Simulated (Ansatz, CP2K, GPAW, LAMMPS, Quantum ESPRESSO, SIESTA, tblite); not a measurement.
# CP2K runs on amorphous 64SiO2-25Y2O3-11Al2O3 (mol %) (164 atoms)

Aim: run amorphous 64SiO2-25Y2O3-11Al2O3 (mol %) (164 atoms) in CP2K and see how near its forces come to a plane-wave reference, and at what cost.

Main program and level: CP2K 2026.2; the method is named at each step.

## 1. The starting structure

The cell holds 164 atoms: 28 Si, 22 Y, 10 Al and 104 O. Cell: a = 13.195 Å, b = 13.195 Å, c = 13.195 Å, α = 90.0°, β = 90.0°, γ = 90.0°. 164 atoms (28 Si, 22 Er, 10 Al, 104 O) placed at random at 4.5 g/cm³, melted at 5000 K for 10 ps at fixed volume with the Morse and Coulomb pair potential with partial charges (Pedone, Malavasi, Menziani, Cormack and Segre, J. Phys. Chem. B 110, 11780 (2006)). Quenched from 5000 K to 300 K at 100 K/ps and fixed volume, held 10 ps at zero pressure, then minimised at fixed cell. Then Er was replaced by Y and the cell scaled by 1.01 (the potential has no terms for the new elements, so the cell is a start for a DFT relaxation).

The yardstick, on the same geometry:

```
method                                           : Kohn-Sham DFT, PBE, PAW, plane waves (Ansatz 0.2.0); cutoff 420 eV, Γ point, fermi-dirac smearing of 0.05 eV; PAW set soft_2
r.m.s. force component                           : 0.7675 eV/Å
longest force                                    : 2.59 eV/Å
pressure                                         : 1.072 GPa
gap (highest filled to lowest empty level) : 2.983 eV
SCF cycles                                       : 10
time                                             : 44 s on 8 threads of Arm Neoverse V2, shared host
CPU time                                         : 5.5 min
```

## 2. PBE, DZVP-UZH, 600/50 Ry, diagonalisation

Method: Kohn-Sham DFT, PBE, GTH-PBE pseudopotentials, Gaussian and plane waves, DZVP-MOLOPT (UZH set), diagonalisation.

input.inp reads:

```
&GLOBAL
  PROJECT cell
  RUN_TYPE ENERGY_FORCE
  PRINT_LEVEL LOW
&END GLOBAL
&FORCE_EVAL
  METHOD QS
  STRESS_TENSOR ANALYTICAL
  &DFT
    BASIS_SET_FILE_NAME BASIS_MOLOPT_UZH
    POTENTIAL_FILE_NAME POTENTIAL_UZH
    &MGRID
      CUTOFF 600
      REL_CUTOFF 50
      NGRIDS 5
    &END MGRID
    &QS
      EPS_DEFAULT 1.0E-12
    &END QS
    &SCF
      SCF_GUESS ATOMIC
      EPS_SCF 5.0E-06
      MAX_SCF 200
      ADDED_MOS 20
      &DIAGONALIZATION
        ALGORITHM STANDARD
      &END DIAGONALIZATION
      &SMEAR ON
        METHOD FERMI_DIRAC
        ELECTRONIC_TEMPERATURE [K] 580
      &END SMEAR
      &MIXING
        METHOD BROYDEN_MIXING
        ALPHA 0.3
        NBROYDEN 12
      &END MIXING
      &PRINT
        &RESTART OFF
        &END RESTART
      &END PRINT
    &END SCF
    &XC
      &XC_FUNCTIONAL PBE
      &END XC_FUNCTIONAL
    &END XC
    &PRINT
      &MULLIKEN ON
      &END MULLIKEN
      &HIRSHFELD ON
        SHAPE_FUNCTION DENSITY
      &END HIRSHFELD
      &MO ON
        EIGENVALUES T
        OCCUPATION_NUMBERS T
        MO_INDEX_RANGE 493 516
        &EACH
          QS_SCF 0
        &END EACH
        ADD_LAST NUMERIC
      &END MO
    &END PRINT
  &END DFT
  &SUBSYS
    &CELL
      A 13.19483 0.00000 0.00000
      B 0.00000 13.19483 0.00000
      C 0.00000 0.00000 13.19483
    &END CELL
    &COORD
      SCALED
      Si 0.88224 0.81920 0.96727
      Si 0.24932 0.01023 0.47614
      Si 0.81110 0.37556 0.36000
      Si 0.36702 0.59283 0.26948
      Si 0.62460 0.24786 0.84810
      Si 0.59299 0.33479 0.44832
      Si 0.63200 0.04625 0.94923
      Si 0.19523 0.21575 0.11040
      Si 0.08100 0.58847 0.09212
      Si 0.95250 0.20975 0.43949
      Si 0.46291 0.89709 0.93696
      Si 0.91096 0.83145 0.43266
      Si 0.19684 0.33253 0.82396
      Si 0.77092 0.84883 0.76372
      Si 0.26099 0.44264 0.11506
      Si 0.69040 0.03944 0.66978
      Si 0.31624 0.79660 0.53832
      Si 0.91476 0.35248 0.69185
      Si 0.68330 0.36849 0.66310
      Si 0.78141 0.63234 0.67765
      Si 0.75460 0.73083 0.15439
      Si 0.50449 0.53896 0.72869
      Si 0.65710 0.93294 0.23579
      Si 0.15650 0.61422 0.53705
      Si 0.55502 0.21028 0.11904
      Si 0.87053 0.05328 0.97627
      Si 0.52479 0.85287 0.43342
      Si 0.56878 0.58363 0.12620
      Y 0.98304 0.24996 0.95702
      Y 0.95598 0.61162 0.33035
      Y 0.88867 0.49200 0.91569
      Y 0.42517 0.99899 0.67037
      Y 0.98666 0.38888 0.16004
      Y 0.72408 0.38426 0.08499
      Y 0.29352 0.06173 0.89660
      Y 0.01631 0.00378 0.35090
      Y 0.12106 0.15173 0.61285
      Y 0.44434 0.40148 0.94745
      Y 0.15311 0.78745 0.25910
      Y 0.36527 0.43395 0.52243
      Y 0.66023 0.63701 0.91151
      Y 0.01921 0.70979 0.75783
      Y 0.15475 0.80388 0.96368
      Y 0.13256 0.39078 0.42372
      Y 0.58761 0.08562 0.46100
      Y 0.26696 0.57562 0.87295
      Y 0.80776 0.16587 0.21869
      Y 0.51770 0.61462 0.48234
      Y 0.39862 0.80767 0.17241
      Y 0.37374 0.21660 0.31961
      Al 0.99168 0.91765 0.65576
      Al 0.91276 0.12088 0.73380
      Al 0.80426 0.04103 0.45395
      Al 0.25923 0.02916 0.25455
      Al 0.08086 0.50278 0.72160
      Al 0.22009 0.84412 0.75030
[... 104 atom lines left out ...]
      O 0.47572 0.14810 0.19605
      O 0.12092 0.33272 0.91717
      O 0.75092 0.03965 0.96230
      O 0.61660 0.12504 0.85666
    &END COORD
    &KIND Si
      BASIS_SET DZVP-MOLOPT-PBE-GTH-q4
      POTENTIAL GTH-PBE-q4
    &END KIND
    &KIND Y
      BASIS_SET DZVP-MOLOPT-PBE-GTH-q11
      POTENTIAL GTH-PBE-q11
    &END KIND
    &KIND Al
      BASIS_SET DZVP-MOLOPT-PBE-GTH-q3
      POTENTIAL GTH-PBE-q3
    &END KIND
    &KIND O
      BASIS_SET DZVP-MOLOPT-PBE-GTH-q6
      POTENTIAL GTH-PBE-q6
    &END KIND
  &END SUBSYS
  &PRINT
    &FORCES ON
    &END FORCES
    &STRESS_TENSOR ON
    &END STRESS_TENSOR
  &END PRINT
&END FORCE_EVAL
```

Started as:

```console
> OMP_NUM_THREADS=1 mpirun -np 4 cp2k.psmp -i input.inp > output.txt
```

Standard output:

```text
CP2K| version string:                                       CP2K version 2026.2
 CP2K| Input file name                                                 input.inp
 GLOBAL| Basis set file name                                    BASIS_MOLOPT_UZH
 GLOBAL| Potential file name                                       POTENTIAL_UZH
 GLOBAL| Run type                                                   ENERGY_FORCE
 GLOBAL| Total number of message passing processes                             4
 GLOBAL| Number of threads for this process                                    1
 TOTAL NUMBERS AND MAXIMUM NUMBERS
  Total number of            - Atomic kinds:                                   4
                             - Atoms:                                        164
                             - Shell sets:                                   164
                             - Shells:                                       886
                             - Primitive Cartesian functions:                826
                             - Cartesian basis functions:                   2670
                             - Spherical basis functions:                   2418
  Maximum angular momentum of- Orbital basis functions:                        3
                             - Local part of the GTH pseudopotential:          4
                             - Non-local part of the GTH pseudopotential:      4
 SCF PARAMETERS         Density guess:                                    ATOMIC
                        max_scf:                                             200
                        eps_scf:                                        5.00E-06
                        added MOs                                        20    0
                        Mixing method:                            BROYDEN_MIXING
                                                charge density mixing in g-space
                        Smear method:                                FERMI_DIRAC
                        Electronic temperature [K]:                        580.0
                        Electronic temperature [a.u.]:                  1.84E-03
                        Accuracy threshold:                             1.00E-10
 Extrapolation method: initial_guess
 Number of electrons:                                                       1008
 Number of occupied orbitals:                                                504
 Number of molecular orbitals:                                               524
 Number of orbital functions:                                               2418
 Number of independent orbital functions:                                   2418
 SCF WAVEFUNCTION OPTIMIZATION
  Step     Update method      Time    Convergence         Total energy    Change
     1 NoMix/Diag. 0.30E+00   11.1     1.93292036     -2651.8062016169 -2.65E+03
     2 Broy./Diag. 0.30E+00   13.6     0.15867005     -2480.0487917997  1.72E+02
     3 Broy./Diag. 0.30E+00   14.0     0.06439704     -2625.5869847585 -1.46E+02
     4 Broy./Diag. 0.30E+00   13.9     0.02400229     -2651.8901296723 -2.63E+01
[...]
15 Broy./Diag. 0.30E+00   16.6     0.00000783     -2648.6684097952 -8.09E-04
    16 Broy./Diag. 0.30E+00   16.5     0.00000447     -2648.6682497170  1.60E-04
  *** SCF run converged in    16 steps ***
  Electronic density on regular grids:      -1008.0000000000        0.0000000000
  Core density on regular grids:             1007.9999999993       -0.0000000007
  Total charge density on r-space grids:       -0.0000000007
  Total charge density g-space grids:          -0.0000000007
  Overlap energy of the core charge distribution:               1.22904e-06
  Self energy of the core charge distribution:              -6244.197970
  Core Hamiltonian energy:                                   1679.627460
  Hartree energy:                                            2444.216040
  Exchange-correlation energy:                               -528.313781
  Electronic entropic energy:                                  -4e-14
  Fermi energy:                                                 0.218142
  Total energy:                                             -2648.668250
  Total energy (extrapolated to T->0):                      -2648.668250
 MO| EIGENVALUES AND OCCUPATION NUMBERS
 MO|
 MO|  Index      Eigenvalue [a.u.]        Eigenvalue [eV]             Occupation
 MO|    493               0.135311               3.682001               2.000000
 MO|    494               0.137994               3.755021               2.000000
 MO|    495               0.140945               3.835299               2.000000
[...]
MO|    515               0.305780               8.320697               0.000000
 MO|    516               0.307183               8.358872               0.000000
 MO| Sum:                                                            1008.000000
 MO| E(Fermi):            0.218142 a.u.          5.935955 eV
 !-----------------------------------------------------------------------------!
                     Mulliken Population Analysis
 #  Atom  Element  Kind  Atomic population                           Net charge
       1     Si       1          2.878972                              1.121028
       2     Si       1          2.852648                              1.147352
       3     Si       1          2.861350                              1.138650
[...]
163     O        4          6.463278                             -0.463278
     164     O        4          6.584653                             -0.584653
 # Total charge                           1008.000000                 -0.000000
 !-----------------------------------------------------------------------------!
 !-----------------------------------------------------------------------------!
                           Hirshfeld Charges
  #Atom  Element  Kind  Ref Charge     Population                    Net charge
      1       Si     1       4.000          3.465                         0.535
      2       Si     1       4.000          3.541                         0.459
      3       Si     1       4.000          3.474                         0.526
[...]
163       O      4       6.000          6.259                        -0.259
    164       O      4       6.000          6.263                        -0.263
  Total Charge                                                            0.000
 !-----------------------------------------------------------------------------!
 ENERGY| Total FORCE_EVAL ( QS ) energy [hartree]          -2648.668066
 FORCES| Atomic forces [hartree/bohr]
 FORCES|   Atom     x               y               z               |f|
 FORCES|      1 -1.38104814E-02  1.50402987E-02 -2.50778625E-02   3.23394367E-02
 FORCES|      2 -1.08752911E-02 -1.23070543E-02  9.64007365E-03   1.90438064E-02
 FORCES|      3 -8.22734576E-03 -1.68995061E-02 -6.04641253E-03   1.97444075E-02
[...]
FORCES|    163  7.55312784E-04 -9.66560726E-03  1.75644561E-03   9.85289614E-03
 FORCES|    164 -5.88429677E-03 -1.11113838E-02 -2.69906370E-02   2.97755316E-02
 FORCES| Sum     7.90161649E-03 -1.97454557E-03 -7.29819188E-03
 FORCES| Total atomic force                                       1.09360860E-02
 STRESS| Analytical stress tensor [bar]
 STRESS|                        x                   y                   z
 STRESS|      x        1.02306239889E+04   9.39276406743E+03  -1.70063988497E+03
 STRESS|      y        9.39276406743E+03   2.47271385740E+04   1.14955608599E+03
 STRESS|      z       -1.70063988497E+03   1.14955608599E+03   5.76441704707E+02
 STRESS| 1/3 Trace                                             1.18447347559E+04
```

Wall time 4.7 min (4 MPI ranks of Arm Neoverse V2, shared host); peak memory 10 GiB.

Banners and routine set-up lines are dropped from the logs; longer cuts are marked.

Compared with the plane-wave run:

```
r.m.s. force component                           : 0.7773 eV/Å
r.m.s. difference of force components            : 65.76 meV/Å
longest difference of force vectors              : 247.7 meV/Å
force difference over r.m.s. force               : 8.569 %
slope of forces against the reference's          : 1.009
correlation of force components                  : 0.9965
gap (highest filled to lowest empty level) : 2.937 eV
gap difference                                   : -0.0453 eV
pressure                                         : 1.185 GPa
pressure difference                              : 0.1125 GPa
```

Length of the force difference by element (eV/Å):

| element | atoms | mean | most |
| --- | --- | --- | --- |
| Al | 10 | 0.12 | 0.18 |
| O | 104 | 0.10 | 0.25 |
| Si | 28 | 0.11 | 0.18 |
| Y | 22 | 0.11 | 0.18 |

Levels nearest the highest filled one (eV from it): -0.78, -0.70, -0.62, -0.61, -0.57, -0.51, -0.37, -0.33, -0.28, -0.21, -0.06, 0.00, 2.94, 3.17, 3.36, 3.45, 3.59, 3.66, 3.70, 3.74, 3.77, 3.83, 3.86, 3.90.

A closer look about Y49, which has 7 bonded neighbours where the commonest count for Y is 6: 9 atoms, nearest first, numbered in the order of the input, with positions taken from that point.

| atom | x | y | z | distance (Å) | bonds | Hirshfeld charge (e) | Fx | Fy | Fz (eV/Å) |
| --- | --- | --- | --- | --- | --- | --- | --- | --- | --- |
| Y49 | 0.00 | 0.00 | 0.00 | 0.00 | 7 | 0.65 | 0.85 | 0.34 | 0.09 |
| O153 | -0.48 | 2.20 | 0.41 | 2.29 | 3 | -0.36 | 0.14 | -0.73 | -0.07 |
| O127 | 1.06 | 0.06 | 2.07 | 2.32 | 2 | -0.38 | -0.74 | -0.55 | -1.02 |
| O157 | 0.58 | -0.11 | -2.25 | 2.33 | 2 | -0.38 | -0.18 | -1.37 | 0.68 |
| O134 | -1.36 | -1.54 | 1.14 | 2.36 | 3 | -0.34 | -0.48 | 1.19 | -0.34 |
| O61 | -2.26 | 0.25 | -0.84 | 2.42 | 3 | -0.43 | -0.61 | -0.41 | 0.68 |
| O129 | 0.97 | -2.48 | 0.30 | 2.68 | 3 | -0.24 | -0.68 | 0.75 | 0.36 |
| O99 | 2.09 | 1.69 | -0.16 | 2.69 | 3 | -0.32 | -0.75 | -0.77 | -0.26 |
| Al60 | 0.83 | 2.85 | -0.55 | 3.02 | 4 | 0.45 | 1.19 | 0.81 | -0.33 |

Forces lie 8.6 % from the reference's, at 3.4 times its CPU time (on 4 against 8 cores).

The forces add up to 0.56 eV/Å instead of zero, usually a sign of too coarse a grid.

## 3. PBE, SZV-MOLOPT-SR, 600/50 Ry, diagonalisation

Method: Kohn-Sham DFT, PBE, GTH-PBE pseudopotentials, Gaussian and plane waves, SZV-MOLOPT-SR-GTH, diagonalisation.

Edit input.inp of step 2 so:

```diff
@@ -9,4 +9,4 @@
   &DFT
-    BASIS_SET_FILE_NAME BASIS_MOLOPT_UZH
-    POTENTIAL_FILE_NAME POTENTIAL_UZH
+    BASIS_SET_FILE_NAME BASIS_MOLOPT
+    POTENTIAL_FILE_NAME GTH_POTENTIALS
     &MGRID
@@ -68,8 +68,8 @@
     &END CELL
-    &COORD
-      SCALED
-[... 164 atom lines left out: the same atoms as in the first run ...]
-    &END COORD
+    &TOPOLOGY
+      COORD_FILE_NAME structure.xyz
+      COORD_FILE_FORMAT XYZ
+    &END TOPOLOGY
     &KIND Si
-      BASIS_SET DZVP-MOLOPT-PBE-GTH-q4
+      BASIS_SET SZV-MOLOPT-SR-GTH-q4
       POTENTIAL GTH-PBE-q4
@@ -77,3 +77,3 @@
     &KIND Y
-      BASIS_SET DZVP-MOLOPT-PBE-GTH-q11
+      BASIS_SET SZV-MOLOPT-SR-GTH-q11
       POTENTIAL GTH-PBE-q11
@@ -81,3 +81,3 @@
     &KIND Al
-      BASIS_SET DZVP-MOLOPT-PBE-GTH-q3
+      BASIS_SET SZV-MOLOPT-SR-GTH-q3
       POTENTIAL GTH-PBE-q3
@@ -85,3 +85,3 @@
     &KIND O
-      BASIS_SET DZVP-MOLOPT-PBE-GTH-q6
+      BASIS_SET SZV-MOLOPT-SR-GTH-q6
       POTENTIAL GTH-PBE-q6
```

structure.xyz reads:

```xyz
164

Si 11.64101 10.80920 12.76296
Si 3.28974 0.13498 6.28259
Si 10.70233 4.95545 4.75014
Si 4.84277 7.82229 3.55574
Si 8.24149 3.27047 11.19054
Si 7.82440 4.41750 5.91551
Si 8.33913 0.61026 12.52493
Si 2.57603 2.84678 1.45671
Si 1.06878 7.76476 1.21551
Si 12.56808 2.76762 5.79900
Si 6.10802 11.83695 12.36303
Si 12.01996 10.97084 5.70888
Si 2.59727 4.38768 10.87201
Si 10.17216 11.20017 10.07716
Si 3.44372 5.84056 1.51820
Si 9.10971 0.52040 8.83763
Si 4.17273 10.51100 7.10304
Si 12.07010 4.65091 9.12884
Si 9.01603 4.86216 8.74949
Si 10.31057 8.34362 8.94148
[... 140 atom lines left out ...]
O 6.27704 1.95415 2.58685
O 1.59552 4.39018 12.10190
O 9.90826 0.52318 12.69738
O 8.13593 1.64988 11.30348
```

Started as:

```console
> OMP_NUM_THREADS=2 cp2k.psmp -i input.inp > output.txt
```

Standard output:

```text
CP2K| version string:                                       CP2K version 2026.2
 CP2K| Input file name                                                 input.inp
 GLOBAL| Basis set file name                                        BASIS_MOLOPT
 GLOBAL| Potential file name                                      GTH_POTENTIALS
[... lines left out ...]
 Number of electrons:                                                       1008
[... lines left out ...]
  Step     Update method      Time    Convergence         Total energy    Change
[... lines left out ...]
  *** SCF run converged in    17 steps ***
[... lines left out ...]
  Fermi energy:                                                 0.263279
  Total energy:                                             -2641.390965
  Total energy (extrapolated to T->0):                      -2641.390965
[... lines left out ...]
 MO| E(Fermi):            0.263279 a.u.          7.164186 eV
[... lines left out ...]
 ENERGY| Total FORCE_EVAL ( QS ) energy [hartree]          -2641.390745
[... lines left out ...]
 FORCES|      1 -2.40374658E-02  1.29794444E-02 -4.72699564E-03   2.77238206E-02
 FORCES|      2  4.66835938E-03 -3.17279719E-02 -4.36242370E-03   3.23649273E-02
 FORCES|      3 -8.86932253E-03 -2.73432665E-02  1.28003558E-02   3.14669385E-02
[...]
FORCES|    163  3.21052979E-03 -1.51416821E-02  8.17644562E-04   1.54998897E-02
 FORCES|    164 -1.33427351E-02 -2.05980416E-02 -5.35898805E-02   5.89422021E-02
 FORCES| Sum     9.17739411E-03 -2.60931881E-03 -7.88236321E-03
 FORCES| Total atomic force                                       1.23759750E-02
 STRESS| Analytical stress tensor [bar]
 STRESS|                        x                   y                   z
 STRESS|      x        1.45724766091E+05   1.05645915398E+04  -5.99740413435E+02
 STRESS|      y        1.05645915398E+04   1.63353079432E+05   1.27689124427E+03
 STRESS|      z       -5.99740413435E+02   1.27689124427E+03   1.36761993784E+05
 STRESS| 1/3 Trace                                             1.48613279769E+05
```

It took 4.1 min on 2 threads; peak memory 6.4 GiB.

Numbers from this run, and their distance from the reference:

```
r.m.s. force component                           : 1.898 eV/Å
r.m.s. difference of force components            : 1334 meV/Å
longest difference of force vectors              : 4378 meV/Å
force difference over r.m.s. force               : 173.8 %
slope of forces against the reference's          : 2.047
correlation of force components                  : 0.8279
gap (highest filled to lowest empty level) : 2.294 eV
gap difference                                   : -0.6883 eV
pressure                                         : 14.86 GPa
pressure difference                              : 13.79 GPa
```

This is a coarse setting, run to see what it loses.

Against the first run (8.6 %), the force difference from the reference is 174 %, at 0.39 times the CPU time (on 2 against 4 cores), with 788 basis functions against 2418: the smaller basis costs accuracy.

The forces add up to 0.64 eV/Å instead of zero, usually a sign of too coarse a grid.

(Continued in part 2 of 2.)

[Long decimals in the printed logs are rounded to 6 places.]

[Also dropped from logs without a mark: lines with file paths, logging warnings of Python, QE's lines on negative density and diagonalisation, SIESTA's first energy breakdown, zero terms and Voronoi charges.]

[Logs are printed without paths, hosts, clocks, repeated set-up lines and the standing remarks that a program may print on its own settings, such as how far it seeks lower states.]

[Hosts, paths, dates, database ids (printed as entryN), source tags and the programs' standing remarks are cut or masked in the printed files.]

[Most failed runs of this program on this cell are left out, timed-out ones always.]
